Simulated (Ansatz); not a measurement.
**Grüneisen parameters and expansion of Ta (Im-3m)**

Wanted: mode Grüneisen parameters of Ta and a free-energy fit over volumes.

Main program and level: Ansatz 0.2.0; DFT PBEsol, scalar-relativistic, plane waves, PAW; PAW set soft_1.

## 1. The starting structure

The structure is cubic, space group Im-3m (No. 229). Conventional cell: a = 3.303 Å, b = 3.303 Å, c = 3.303 Å, α = 90.00°, β = 90.00°, γ = 90.00°. Ta has 8 Ta at 2.86 Å nearest.

As a file:

```cif
data_structure
_symmetry_space_group_name_H-M 'P 1'
_symmetry_Int_Tables_number 1
_cell_length_a 2.8601
_cell_length_b 2.8601
_cell_length_c 2.8601
_cell_angle_alpha 109.471
_cell_angle_beta 109.471
_cell_angle_gamma 109.471
_cell_volume 18.01
loop_
_atom_site_label
_atom_site_type_symbol
_atom_site_fract_x
_atom_site_fract_y
_atom_site_fract_z
_atom_site_occupancy
Ta1 Ta 0.00000 0.00000 0.00000 1
```

## 2. Probe on a coarse mesh

Before spending time, one coarse run tells the gap and the pressure of the starting cell.

File input.yaml:

```yaml
crystal:
  lattice:
    - [-1.65128, 1.65128, 1.65128]
    - [1.65128, -1.65128, 1.65128]
    - [1.65128, 1.65128, -1.65128]
  atoms:
    - { symbol: Ta, position: [0.0, 0.0, 0.0] }
kpoints:
  mp_grid: { grid: [8, 8, 8] }
hamiltonian:
  xc: pbesol
  pseudopotentials: { kind: paw, azcp: { folder: soft_1 }, xc_functional: pbe }
scf:
  occupations: { method: gaussian, width: 0.1 }
  lower_state_search: "off"
output:
  forces: true
  stress: true
  eigenvalues: true
```

Started as:

```sh
$ ansatz run input.yaml --threads 8 --pin off --max-ram 16384MiB --backend cpu --events-out ev --progress --plain --runs-dir out
```

Numbers of over 12 decimals in the logs are rounded to 6 here.

Output:

```text
Engine: ansatz 0.2.0, aarch64-unknown-linux-gnu
Pseudopotentials: kind: paw
Pseudopotential: Ta, paw, valence charge 13, recommended cutoff 420 eV (normal), soft_1/Ta.paw.azcp
Functional definition: PBEsol
  exchange = pbesol_x
  correlation = pbesol_c
Crystal: 1 atoms, lattice volume = 18.010 Å³
Basis set: ecut = 420 eV, 369 PW (Γ), exchange–correlation on 40×40×40 points (8 copies of the dense FFT grid, shifted against one another)
Bands: 11, of which v1, the nominal top of the filled ones, is band 7 counted from 1 (6 counted from 0)
Symmetry: 48 space group operations
Space group: Im-3m (ITA 229), of the structure as read, at distance tolerance 2.6e-5 Å
k-points: 29 of 512
Non-local potential: Ta, projectors of the file, l = 0: 3, l = 1: 2, l = 2: 2, l = 3: 1
PAW form: soft (Blöchl's): semilocal exchange-correlation on the pseudo side does not see the compensation charge
PAW frozen core: Ta, regenerated for the run's functional, and the local potential with it (the file was generated under x = pbe(κ = 0.804, μ = 0.219515), c = pbe(β = 0.066725))
PAW one-centre angular grid: Ta, 590 points (default); XC on 64 Gauss nodes
Initial density: superposition of atomic densities (chi_scale 0.1, normalization cell)
Initial wavefunctions: pseudopotential atomic-orbital guess
Functional: x = pbesol(κ = 0.804, μ = 0.123457), c = pbesol(β = 0.046)
SCF iter   1: F=—  HF=-9807.553063 eV  |F-HF|=—  |Δ(HF+E_count)|=         —  Δρ=4.02e-2  dr2=3.05e-1  ethr=3.10e-3  ⟨swp⟩=4.9  Hψ=1641  notcnv=0
preconditioner: auto → none  [metal: Δε(μ)=0.109 eV  Ē_g=8.512 eV  σ=0.100 eV  W_gap=0.45  n_scr=0 (ndim 8)  ℏωp=19.6 eV  f_vac=0.000  D(μ)=0.79/eV (n_scr^D=12)]
SCF iter   2: F=—  HF=-9807.433687 eV  |F-HF|=—  |Δ(HF+E_count)|=   1.19e-1  Δρ=1.45e-2  dr2=1.99e-2  ethr=2.34e-3  ⟨swp⟩=2.6  Hψ=745  notcnv=0  defer=11
SCF iter   3: F=—  HF=-9807.430637 eV  |F-HF|=—  |Δ(HF+E_count)|=   3.05e-3  Δρ=4.44e-3  dr2=1.17e-3  ethr=1.53e-4  ⟨swp⟩=2.1  Hψ=378  notcnv=0  defer=11
SCF iter   4: F=—  HF=-9807.430730 eV  |F-HF|=—  |Δ(HF+E_count)|=   9.29e-5  Δρ=1.53e-4  dr2=1.07e-6  ethr=9.00e-6  ⟨swp⟩=1.0  Hψ=308  notcnv=0  defer=11
SCF iter   5: F=—  HF=-9807.430727 eV  |F-HF|=—  |Δ(HF+E_count)|=   3.38e-6  Δρ=1.77e-5  dr2=9.48e-9  ethr=7.69e-10  ⟨swp⟩=7.3  Hψ=1629  notcnv=0
SCF iter   6: F=-9807.430727 eV  HF=-9807.430727 eV  |F-HF|=5.46e-12  |Δ(HF+E_count)|=  3.46e-11  Δρ=7.41e-7  dr2=4.23e-11  ethr=7.30e-11  ⟨swp⟩=1.2  Hψ=929  notcnv=0
SCF 1 converged in 6 iterations: F = -9807.430727 eV  dr2 = 4.23e-11
  greatest PAW one-centre occupation: 0.999 electrons in one spin orbital (limit 2), on the Ta atom at site 0 (counted from 0), in its partial waves of l = 0
SCF converged after 6 iterations
Free energy (F): -9807.430727 eV
Harris-Foulkes:  -9807.430727 eV  (|F-HF|=5.46e-12)
Internal energy: -9807.427114 eV  (E = F + TS)
E sigma→0 (E₀):  -9807.428921 eV
Entropy (-TS):   -0.003613 eV (-3.613 meV/atom)
Fermi energy:    18.343358 eV
--- Per-component energies (eV) ---
  E_band       = -106.778581
  E_kinetic    = 393.557662
  E_local      = -550.022823  (includes V_loc(G=0)·N_el)
  E_nonlocal   = -8.692544
  E_hartree    = 198.388133
  E_xc         = -318.810977
  E_vxc        = -233.484076  (∫ρ·V_xc dr)
  E_paw        = -8181.248938  (= ΣΔE_a)
  E_vpaw       = -104.913214  (= ΣTr[D̂ρ^β])
  E_aug_tail   = 0.000103  (compensation charges beyond the density's cutoff)
  E_ewald      = -1340.811443
  E_core_change = 0.213713  (= ΣΔE_core)
  E_smearing   = -0.003613  (= −TS)
  E_closure    = 0.000000  (closes the sum)
  Σ components = -9807.430727   (vs F -9807.430727, Δ=0.00e0)
--- Forces (eV/Å), atoms counted from 1 ---
  atom   1  Ta     0.00000000     0.00000000     0.00000000
  max |Σ_I F_I| component: 7.40e-32 eV/Å
--- Stress (GPa, compression-positive) ---
       -5.860689       0.000000      -0.000000
        0.000000      -5.860689       0.000000
        0.000000       0.000000      -5.860689
  P = ⅓ Tr σ = -5.8607 GPa (-58.607 kbar)
--- Band table (eV; the first three rows and the last of 29) ---
  k-point 0: bands = [... 3 lower, -14.6086, 10.4115, 19.0711, 19.0711, 19.0711, 22.3413, 22.3413, 32.9328]
  k-point 1: bands = [... 3 lower, -14.6096, 11.0881, 18.6486, 18.8900, 19.7500, 21.8022, 22.3527, 33.4711]
  k-point 2: bands = [... 3 lower, -14.6122, 12.7059, 17.7819, 18.2473, 21.6749, 21.7559, 22.5247, 33.2158]
  k-point 28: bands = [... 3 lower, -15.4366, 14.5242, 14.5242, 25.2070, 25.2070, 25.2070, 26.9327, 26.9327]
```

It took 0.3 s on 8 threads of Arm Neoverse V1, shared host; peak memory 0.26 GiB.

The column dr2 measures how far the density is from self-consistency, as an energy; F and HF (Harris–Foulkes) agree once it is small.

This step gave:

| Item | Value |
| --- | --- |
| pressure | -5.861 GPa |
| volume per atom | 18.01 Å³/atom |
| gap on the k-mesh | 0 eV |

The start is under -5.9 GPa at this level and looks like a metal on this mesh.

## 3. Finding the static equilibrium

Phonons are second derivatives about a minimum, so cell and atoms are relaxed first, inside the symmetry of the start.

Changes to input.yaml since step 2:

```diff
@@ -8,3 +8,3 @@
 kpoints:
-  mp_grid: { grid: [8, 8, 8] }
+  mp_grid: { grid: [18, 18, 18] }
 hamiltonian:
@@ -19 +19,6 @@
   eigenvalues: true
+relax:
+  adjacent_minimum: "off"
+  f_tol: 0.005
+  max_steps: 80
+  cell: { stress_tol: 0.05 }
```

Output:

```text
[...]
Crystal: 1 atoms, lattice volume = 18.010 Å³
Basis set: ecut = 420 eV, 369 PW (Γ), exchange–correlation on 40×40×40 points (8 copies of the dense FFT grid, shifted against one another)
Bands: 11, of which v1, the nominal top of the filled ones, is band 7 counted from 1 (6 counted from 0)
Symmetry: 48 space group operations
[...]
k-points: 195 of 5832
[...]
SCF iter   1: F=—  HF=-9807.538615 eV  |F-HF|=—  |Δ(HF+E_count)|=         —  Δρ=4.19e-2  dr2=3.32e-1  ethr=3.10e-3  ⟨swp⟩=5.0  Hψ=11056  notcnv=0
[...]
SCF iter   6: F=-9807.406854 eV  HF=-9807.406854 eV  |F-HF|=7.28e-11  |Δ(HF+E_count)|=   6.12e-9  Δρ=1.36e-6  dr2=1.13e-10  ethr=1.55e-10  ⟨swp⟩=2.0  Hψ=6332  notcnv=0
SCF 1 converged in 6 iterations: F = -9807.406854 eV  dr2 = 1.13e-10
[...]
relax step   1: F+E_penalty+E_count = -9807.40685423 eV  Δ(F+E_penalty+E_count) = +0.000e0 eV  max|allowed force component| = 0.000e0 eV/Å  Δτ_max = 0.0000 Å  P = -4.001 GPa  Ω = 18.010 Å³  (6 SCF iters, dr2 threshold 1.00e-7 eV, accepted)
Crystal: 1 atoms, lattice volume = 16.625 Å³
Basis set: ecut = 420 eV, 321 PW (Γ), exchange–correlation on 40×40×40 points (8 copies of the dense FFT grid, shifted against one another)
[...]
iter 1 solved again at ethr=1.33e-6 eV; its pass at ethr=3.10e-3 eV (dr2=1.74e-4 eV) is discarded
[...]
SCF iter   4: F=-9807.369032 eV  HF=-9807.369032 eV  |F-HF|=4.68e-9  |Δ(HF+E_count)|=   4.41e-7  Δρ=1.49e-5  dr2=1.58e-8  ethr=7.69e-10  ⟨swp⟩=5.3  Hψ=9735  notcnv=0
SCF 2 converged in 4 iterations: F = -9807.369032 eV  dr2 = 1.58e-8
relax step   2: F+E_penalty+E_count = -9807.36903222 eV  Δ(F+E_penalty+E_count) = +3.782e-2 eV  max|allowed force component| = 0.000e0 eV/Å  Δτ_max = 0.0000 Å  P = +14.066 GPa  Ω = 16.625 Å³  energy of the carried Pulay correction = +2.761e-4 eV  (4 SCF iters, dr2 threshold 1.00e-7 eV, rejected (line search))
Crystal: 1 atoms, lattice volume = 17.684 Å³
[...]
SCF iter   6: F=-9807.411442 eV  HF=-9807.411442 eV  |F-HF|=1.82e-12  |Δ(HF+E_count)|=  2.55e-11  Δρ=1.15e-7  dr2=6.84e-13  ethr=1.00e-12  ⟨swp⟩=5.1  Hψ=7301  notcnv=0
SCF 3 converged in 6 iterations: F = -9807.411442 eV  dr2 = 6.84e-13
relax step   3: F+E_penalty+E_count = -9807.41144248 eV  Δ(F+E_penalty+E_count) = -4.588e-3 eV  max|allowed force component| = 0.000e0 eV/Å  Δτ_max = 0.0000 Å  P = -0.389 GPa  Ω = 17.684 Å³  energy of the carried Pulay correction = +6.311e-5 eV  (6 SCF iters, accepted)
[...]
relax step   4: F+E_penalty+E_count = -9807.41148946 eV  Δ(F+E_penalty+E_count) = -4.698e-5 eV  max|allowed force component| = 0.000e0 eV/Å  Δτ_max = 0.0000 Å  P = -0.008 GPa  Ω = 17.651 Å³  energy of the carried Pulay correction = +6.952e-5 eV  (2 SCF iters, dr2 threshold 1.00e-7 eV, accepted)
[...]
SCF iter   4: F=-9807.411420 eV  HF=-9807.411420 eV  |F-HF|=7.28e-12  |Δ(HF+E_count)|=  1.82e-11  Δρ=8.13e-8  dr2=3.02e-13  ethr=1.00e-12  ⟨swp⟩=5.3  Hψ=7888  notcnv=0
SCF 5 converged in 4 iterations: F = -9807.411420 eV  dr2 = 3.02e-13
relax step   5: F+E_penalty+E_count = -9807.41141958 eV  Δ(F+E_penalty+E_count) = +6.988e-5 eV  max|allowed force component| = 0.000e0 eV/Å  Δτ_max = 0.0000 Å  P = -0.008 GPa  Ω = 17.651 Å³  stress off target by 7.50e-3 GPa  SCF on the basis re-selected at this cell (its energy is not comparable with the rows above)  (4 SCF iters)
basis re-selected at this cell: Δ(F+E_penalty+E_count) = +6.988e-5 eV, ΔP = +0.000 GPa vs the last step (what re-selecting the basis moved, of the pressure what is left beyond the Pulay correction that the steps carried, after the strain that the cell walked since its last selection, with what the two solves' SCF thresholds leave and, on support functions, any second-order correction that the steps lacked; it is no measure of the basis error at this ecutwfc). This SCF's stress stands 7.50e-3 GPa from its target on what of the cell is left free (relax.cell.stress_tol is 5.00e-2 GPa) and its largest allowed force component is 0.00e0 eV/Å (relax.f_tol is 5.00e-3 eV/Å): [rest of the remark cut]
SCF converged after 4 iterations
Free energy (F): -9807.411420 eV
[...]
Internal energy: -9807.405460 eV  (E = F + TS)
E sigma→0 (E₀):  -9807.408440 eV
Entropy (-TS):   -0.005959 eV (-5.959 meV/atom)
Fermi energy:    18.767591 eV
[...]
--- Stress (GPa, compression-positive) ---
       -0.007501      -0.000000      -0.000000
       -0.000000      -0.007501      -0.000000
        0.000000      -0.000000      -0.007501
  P = ⅓ Tr σ = -0.0075 GPa (-0.075 kbar)
--- Band table (eV; the first three rows and the last of 195) ---
  k-point 0: bands = [... 3 lower, -14.1288, 10.7618, 19.4822, 19.4822, 19.4822, 22.8271, 22.8271, 33.4414]
  k-point 1: bands = [... 3 lower, -14.1290, 10.9038, 19.3887, 19.4561, 19.6213, 22.6701, 22.8263, 33.5721]
  k-point 2: bands = [... 3 lower, -14.1298, 11.3146, 19.1316, 19.3454, 20.0344, 22.3446, 22.8326, 33.9057]
  k-point 194: bands = [... 3 lower, -15.0091, 14.8246, 14.8246, 25.7805, 25.7805, 25.7805, 27.5389, 27.5389]
--- Relaxed structure (4 steps of the walk, 3 accepted, 1 SCFs on fresh bases) ---
  F+E_penalty+E_count = -9807.41141958 eV   max|allowed force component| = 0.000e0 eV/Å   (the final SCF, on the basis selected at the relaxed cell)
  cell:  # Å, volume = 17.6512 Å³
    - [-1.640229, 1.640229, 1.640229]
    - [1.640229, -1.640229, 1.640229]
    - [1.640229, 1.640229, -1.640229]
  atoms:
    - { symbol: Ta, position: [0.0, 0.0, 0.0] }
```

It took 2.1 s on 8 threads; peak memory 0.34 GiB.

Step by step:

| step | energy less that of the first step (eV) | largest force component (eV/Å) | pressure (GPa) | volume (Å³) |
| --- | --- | --- | --- | --- |
| 1 | 0.0000 | 0.0000 | -4.00 | 18.01 |
| 2 | 0.0378 | 0.0000 | 14.07 | 16.62 |
| 3 | -0.0046 | 0.0000 | -0.39 | 17.68 |
| 4 | -0.0046 | 0.0000 | -0.01 | 17.65 |
| 5* | -0.0046 | 0.0000 | -0.01 | 17.65 |

Relaxation steps marked * repeat the geometry before them on a plane-wave basis chosen anew for their cell, so energy and pressure can jump there. Relaxation step 2 was tried and not accepted.

| conventional cell, symmetrised | before | after | change |
| --- | --- | --- | --- |
| a (Å) | 3.303 | 3.280 | -0.7 % |
| b (Å) | 3.303 | 3.280 | -0.7 % |
| c (Å) | 3.303 | 3.280 | -0.7 % |
| volume (Å³/atom) | 18.01 | 17.65 | -2.0 % |

The relaxed structure:

```xyz
1
Lattice="-1.6402 1.6402 1.6402 1.6402 -1.6402 1.6402 1.6402 1.6402 -1.6402" Properties=species:S:1:pos:R:3 pbc="T T T"
Ta    0.0000    0.0000    0.0000
```

This step gave:

* pressure: -0.007501 GPa
* volume per atom: 17.65 Å³/atom

The relaxation ends with a pressure of -0.01 GPa.

## 4. Relaxing to small residual forces and stress

The relaxation is repeated with tighter thresholds on force and stress, since phonons are sensitive to what is left; a change of mesh or smearing in the input moves the cell too.

input.yaml, the sections that differ from step 3:

```yaml
crystal:
  lattice:
    - [-1.6402286358, 1.6402286358, 1.6402286358]
    - [1.6402286358, -1.6402286358, 1.6402286358]
    - [1.6402286358, 1.6402286358, -1.6402286358]
  atoms:
    - { symbol: Ta, position: [0.0, 0.0, 0.0] }
kpoints:
  mp_grid: { grid: [20, 20, 20] }
scf:
  occupations: { method: methfessel_paxton, width: 0.2 }
  lower_state_search: "off"
relax:
  adjacent_minimum: "off"
  f_tol: 0.001
  max_steps: 60
  cell: { stress_tol: 0.01 }
# hamiltonian, output: as in step 3
```

Output:

```text
[...]
Crystal: 1 atoms, lattice volume = 17.651 Å³
Basis set: ecut = 420 eV, 369 PW (Γ), exchange–correlation on 40×40×40 points (8 copies of the dense FFT grid, shifted against one another)
Bands: 11, of which v1, the nominal top of the filled ones, is band 7 counted from 1 (6 counted from 0)
Symmetry: 48 space group operations
[...]
k-points: 256 of 8000
[...]
k-point 255: bands = [... 3 lower, -15.0430, 14.8053, 14.8053, 25.7395, 25.7395, 25.7395, 27.5013, 27.5013]
--- Relaxed structure (3 steps of the walk, 2 accepted, 1 SCFs on fresh bases) ---
[...]
cell:  # Å, volume = 17.6724 Å³
    - [-1.640885, 1.640885, 1.640885]
    - [1.640885, -1.640885, 1.640885]
    - [1.640885, 1.640885, -1.640885]
  atoms:
    - { symbol: Ta, position: [0.0, 0.0, 0.0] }
[key lines of the parts left out:]
SCF converged after 3 iterations
Free energy (F): -9807.407212 eV
Fermi energy:    18.706812 eV
P = ⅓ Tr σ = -0.0012 GPa (-0.012 kbar)
```

Elapsed: 2.1 s, on 8 threads; peak memory 0.35 GiB.

Little changed from the start: no atom moved by 0.005 Å and no cell edge by 0.1 %.

This step gave:

```
pressure        : -0.001198 GPa
volume per atom : 17.67 Å³/atom
```

The residual pressure is -0.0012 GPa, small enough for phonons.

[end of part 1 of 3]

[Logs are printed without paths, hosts, clocks, repeated set-up lines and the standing remarks that a program may print on its own settings, such as how far it seeks lower states.]

[Hosts, paths, dates, database ids (printed as entryN), source tags and the programs' standing remarks are cut or masked in the printed files.]

[A step with changed settings may run another functional than the one named; its input shows which.]

[Of the runs on displaced cells, only some may be shown.]
